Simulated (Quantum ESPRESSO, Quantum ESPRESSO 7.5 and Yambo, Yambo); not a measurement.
# MgH2 (P4_2/mnm): one start, several treatments of the self-energy

Wanted: the gap of MgH2 (P4_2/mnm) under several approximations, with cost.

Program: Quantum ESPRESSO 7.5 and Yambo 5.3.0. Level of theory: PBE and many-body steps on it, plane waves. Results are calculated unless marked as measured.

**What was measured.**

- Gap 5.6 ± 0.1 eV: optical band gap from transmission onset (total and diffuse); optical transmission and ellipsometry; 300 K; film (polycrystalline Pd-capped film on quartz, hydrogenated at 100 bar and 100 C, measured in 1 bar H2) (“Optical properties of MgH2 measured in situ in a novel gas cell for ellipsometry/spectrophotometry”, 2003, arxiv:cond-mat/0305418).

This is a report of a sequence of runs, with most program output left out.

## 1. Set-up

Symmetry: P4_2/mnm, No. 136, tetragonal system. The conventional cell has a = 4.517 Å, b = 4.517 Å, c = 3.020 Å, α = 90.00°, β = 90.00°, γ = 90.00°. Nearest to Mg lie 6 H at 1.95 Å. Nearest to H lie 3 Mg at 1.95 Å. Farther neighbours are not listed.

The cell and positions come from the Crystallography Open Database and are kept as given unless a step says otherwise.

## 2. Empty states on the mesh, 4×4×4 mesh, 407 bands

This step: Quantum ESPRESSO 7.5; DFT, PBE, plane waves, norm-conserving pseudopotentials.

The sums over transitions need many empty states on a uniform mesh; this step solves for them.

pw.in

```
&control
  calculation = 'nscf'
  prefix = 'x'
  outdir = 'o'
  pseudo_dir = 'pseudo'
/
&system
  ibrav = 0
  nat = 6
  ntyp = 2
  ecutwfc = 76.0
  nbnd = 407
  force_symmorphic = .true.
/
&electrons
  conv_thr = 1e-9
  electron_maxstep = 80
  diago_full_acc = .true.
  diago_thr_init = 5e-6
/
ATOMIC_SPECIES
  Mg 24.305 Mg.upf
  H 1.008 H.upf
CELL_PARAMETERS angstrom
  4.5168000000 0.0000000000 0.0000000000
  0.0000000000 4.5168000000 0.0000000000
  0.0000000000 0.0000000000 3.0205000000
ATOMIC_POSITIONS crystal
  Mg 0.0000000000 0.0000000000 0.0000000000
  Mg 0.5000000000 0.5000000000 0.5000000000
  H 0.3060000000 0.3060000000 0.0000000000
  H 0.1940000000 0.8060000000 0.5000000000
  H 0.6940000000 0.6940000000 0.0000000000
  H 0.8060000000 0.1940000000 0.5000000000
K_POINTS automatic
  4 4 4 0 0 0
```

On the command line:

```console
$ OMP_NUM_THREADS=1 mpirun -n 4 pw.x -nk 4 -in pw.in > pw.out
```

Run time: 3.3 min. Hardware: 4 MPI ranks of Arm Neoverse V1, shared host; peak memory 0.9 GiB.

This step gave:

- gap: 3.895 eV
- k of the valence top: 0, 0.25, 0
- k of the conduction bottom: -0.5, -0.5, -0.5
- least direct gap: 4.666 eV
- k points computed: 21
- lowest point of the top converged band, above the valence top: 191.7577 eV

On this mesh the gap is 3.895 eV.

The density comes from a self-consistent run that is not shown.

## 3. Conversion and set-up

This step: Yambo 5.3.0; conversion and set-up on PBE, plane waves, norm-conserving pseudopotentials.

The states are converted to the many-body program's format and the q mesh is built.

On the command line:

```console
$ (cd o/x.save; p2y > p2y.log; mv SAVE ../..); yambo > setup.log
```

It took 2.4 s on 1 MPI rank; peak memory 0.25 GiB.

## 4. G0W0, Godby-Needs plasmon pole

Now the one-shot GW correction: screening in the RPA, then the self-energy of the levels asked for.

This step: G0W0 on PBE, plane waves, norm-conserving pseudopotentials.

gw2.in

```
HF_and_locXC
gw0
dyson
ppa
em1d
rim_cut
RandQpts= 1000000
RandGvec= 1 RL
EXXRLvcs= 76 Ry
VXCRLvcs= 304 Ry
Chimod= "HARTREE"
% BndsRnXp
 1 | 173 |
%
NGsBlkXp= 13 Ry
% LongDrXp
 1 | 1 | 1 |
%
% GbndRnge
 1 | 173 |
%
DysSolver= "n"
ExtendOut
PPAPntXp= 27.21138 eV
% QPkrange
 4 | 4 | 11 | 14 |
 18 | 18 | 11 | 14 |
 21 | 21 | 11 | 14 |
 1 | 1 | 11 | 14 |
%
```

On the command line:

```console
$ OMP_NUM_THREADS=2 mpirun -n 2 yambo -F gw2.in -J gw2 -C gw2 > gw2.log
```

The job ended after 7.2 min (2 MPI ranks; peak memory 1.2 GiB; 27 min of CPU time).

This step gave:

```yaml
g0w0_gap_on_the_mesh: 5.955 eV
starting_gap_on_the_mesh: 3.895 eV
k_of_the_valence_top: 0, 0.25, 0
k_of_the_conduction_bottom: -0.5, -0.5, -0.5
least_direct_g0w0_gap_on_the_computed_points: 6.762 eV
z_at_the_valence_top: 0.7866
z_at_the_conduction_bottom: 0.8244
```

The gap on the mesh goes from 3.90 eV to 5.96 eV, a correction of +2.06 eV.

## 5. One-shot COHSEX

This step: one-shot COHSEX on PBE, plane waves, norm-conserving pseudopotentials.

gw4.in

```
HF_and_locXC
gw0
dyson
cohsex
em1s
rim_cut
RandQpts= 1000000
RandGvec= 1 RL
EXXRLvcs= 76 Ry
VXCRLvcs= 304 Ry
Chimod= "HARTREE"
% BndsRnXs
 1 | 173 |
%
NGsBlkXs= 13 Ry
% LongDrXs
 1 | 1 | 1 |
%
% GbndRnge
 1 | 173 |
%
DysSolver= "n"
ExtendOut
% QPkrange
 4 | 4 | 11 | 14 |
 18 | 18 | 11 | 14 |
 21 | 21 | 11 | 14 |
 1 | 1 | 11 | 14 |
%
```

On the command line:

```console
$ OMP_NUM_THREADS=2 mpirun -n 2 yambo -F gw4.in -J gw4 -C gw4 > gw4.log
```

It took 3.9 min on 2 MPI ranks; peak memory 1.2 GiB.

Numbers from this step:

| Item | Value |
| --- | --- |
| quasiparticle gap on the mesh | 7.079 eV |
| starting gap on the mesh | 3.895 eV |
| k of the valence top | 0, 0.25, 0 |
| k of the conduction bottom | -0.5, -0.5, -0.5 |
| least direct quasiparticle gap on the computed points | 7.904 eV |
| Z at the valence top | 1 |
| Z at the conduction bottom | 1 |

Against G0W0 in Yambo (4×4×4 mesh, 173 bands, screening to 176.9 eV, Godby-Needs plasmon pole), the gap moves by +1.124 eV.

## 6. One-shot Hartree-Fock

This step: one-shot Hartree-Fock on PBE, plane waves, norm-conserving pseudopotentials.

gw5.in

```
HF_and_locXC
rim_cut
RandQpts= 1000000
RandGvec= 1 RL
EXXRLvcs= 76 Ry
VXCRLvcs= 304 Ry
% QPkrange
 4 | 4 | 11 | 14 |
 18 | 18 | 11 | 14 |
 21 | 21 | 11 | 14 |
 1 | 1 | 11 | 14 |
%
```

On the command line:

```console
$ OMP_NUM_THREADS=2 mpirun -n 2 yambo -F gw5.in -J gw5 -C gw5 > gw5.log
```

Elapsed: 9.5 s, on 2 MPI ranks; peak memory 0.94 GiB; 32 s of CPU time.

This step gave:

* quasiparticle gap on the mesh: 11.52 eV
* starting gap on the mesh: 3.895 eV
* k of the valence top: 0, 0.25, 0
* k of the conduction bottom: -0.5, -0.5, -0.5
* least direct quasiparticle gap on the computed points: 12.36 eV

Against G0W0 in Yambo (4×4×4 mesh, 173 bands, screening to 176.9 eV, Godby-Needs plasmon pole), the gap moves by +5.564 eV.

## 7. Side by side

Times are wall times on 2 MPI ranks of Arm Neoverse V1, shared host, good to a factor of about two.

```tsv
run	mesh	bands	screening cutoff (eV)	DFT gap (eV)	gap on the mesh (eV)	direct (eV)	time
G0W0, Godby-Needs plasmon pole	4×4×4	173	176.9	3.895	5.955	6.762	7.2 min
one-shot COHSEX	4×4×4	173	176.9	3.895	7.079	7.904	3.9 min
one-shot Hartree-Fock	4×4×4	-	-	3.895	11.519	12.361	9.5 s
```

## 8. Results

| Item | Value |
| --- | --- |
| G0W0, Godby-Needs plasmon pole | 5.955 eV |
| one-shot COHSEX | 7.079 eV |
| one-shot Hartree-Fock | 11.519 eV |
| known limits | not at the basis limit; coarse k mesh |

In words: One-shot COHSEX: +1.124 eV against G0W0, Godby-Needs plasmon pole. One-shot Hartree-Fock: +5.564 eV against G0W0, Godby-Needs plasmon pole. Bare exchange alone opens the gap to 11.52 eV; against G0W0, correlation takes back 5.56 eV. Static COHSEX lies above G0W0: it lacks the factor Z and overstates the Coulomb hole of the filled states. Against experiment, by G0W0, Godby-Needs plasmon pole: the gap of 5.96 eV lies +0.36 eV from the measured 5.6 ± 0.1 eV (optical, 300 K, 2003). An exciton line or allowed optical edge lies below the quasiparticle gap by the binding energy; a forbidden edge can push the onset above it. These are gaps on the mesh, at modest bands and cutoff. The calculation has static nuclei and no excitons; a measured gap holds zero-point and thermal motion, which mostly lowers it. Bands and cutoff are finite, so the gap is not at the basis limit. The miss can reach some tenths of an eV and take either sign; the mesh is an error of its own. A denser mesh or path gives a starting gap of 3.76 eV: the GW mesh misses a band edge, so its gaps are not the fundamental one. The 4×4×4 mesh is coarse for this cell, which bears on the long-range parts of exchange and screening.

[Paths, hosts, dates, memory and timing lines, banners, echoed tables and standing remarks are left out of the program output.]

[Logs are printed without paths, hosts, clocks, repeated set-up lines and the standing remarks that a program may print on its own settings, such as how far it seeks lower states.]

[Runs of the session that timed out or met a known fault of the program may be left out.]

[Hosts, paths, dates, database ids (printed as entryN), source tags and the programs' standing remarks are cut or masked in the printed files.]
